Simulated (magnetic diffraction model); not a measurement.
## Solving a magnetic structure from powder neutron data: YbIn2B2

Space group I4/mmm (no. 139), a = 4.1820 Å, c = 10.8550 Å.

| site | atom | x | y | z |
| --- | --- | --- | --- | --- |
| 2a | Yb | 0 | 0 | 0 |
| 4d | In | 1/2 | 0 | 1/4 |
| 4e | B | 0 | 0 | 0.3929 |

The compound is invented for this exercise: a known structure type with other elements, its cell scaled to their sizes and not relaxed.

Only Yb is taken to order (form factors of Yb3+); orders and moment sizes are assumed, and not adapted to the symmetry. Radiation: neutrons of λ = 4.2 Å (absorption by B left out), 3° to 80°; isotropic B of 0.45 Å² (Yb), 0.69 Å² (In) and 1.11 Å² (B). Simulated constant-wavelength pattern: nuclear and magnetic terms add, the magnetic one as |2.695 fm × Σ f S⊥ exp(2πi Q·r) exp(−B s²)|², summed over all Q at one angle with the factor 1/(sin²θ cos θ). For collinear order S is the moment m, which repeats by lattice and centring translations R with the sign exp(−2πi k·R). Free-ion form factors, Sears's scattering lengths of 1992, no absorption; a label names one of the reflections at its angle. The strongest nuclear line in the range is 100, and lines under 0.2 are left out.

Above the ordering temperature:

```csv
2θ (°),index,I
45.53,(0 0 2),100.0
65.11,(1 0 1),90.4
```

Below it (cell unchanged):

```
2θ (°)      I
 41.60   71.6
 45.53  100.0
 47.70  136.5
 63.36  104.2
 65.11   90.4
```

**Question.** Check that the new lines index with k = (1/2 1/2 1), then choose among these models:
A. collinear moments along [010], 2.8 μB on Yb
B. collinear moments along [110], 2.8 μB on Yb
C. collinear moments along [001], 2.8 μB on Yb

The new lines index as (1/2 -1/2 0) at 41.60°, (1/2 1/2 1) at 47.70° and (1/2 -1/2 2) at 63.36°, that is as H ± k with k = (1/2 1/2 1), one of 2 inequivalent arms of its star (k and −k counted as one), which a powder can't tell apart. Half indices mean that the moments reverse under translations with k·R a half-integer, and the magnetic cell has twice the primitive volume.

Magnetic intensity, observed (below minus above) and for each model:

| 2θ (°) | index | observed | A | B | C |
| --- | --- | --- | --- | --- | --- |
| 41.60 | (1/2 -1/2 0) | 71.6 | 71.6 | 143.2 | 143.2 |
| 47.70 | (1/2 1/2 1) | 136.5 | 136.5 | 50.9 | 171.3 |
| 63.36 | (1/2 -1/2 2) | 104.2 | 104.2 | 135.1 | 61.8 |

Model A matches.

The structure used: k = (1/2 1/2 1), collinear moments along [010], 2.8 μB on Yb.

[Logs are printed without paths, hosts, clocks, repeated set-up lines and the standing remarks that a program may print on its own settings, such as how far it seeks lower states.]
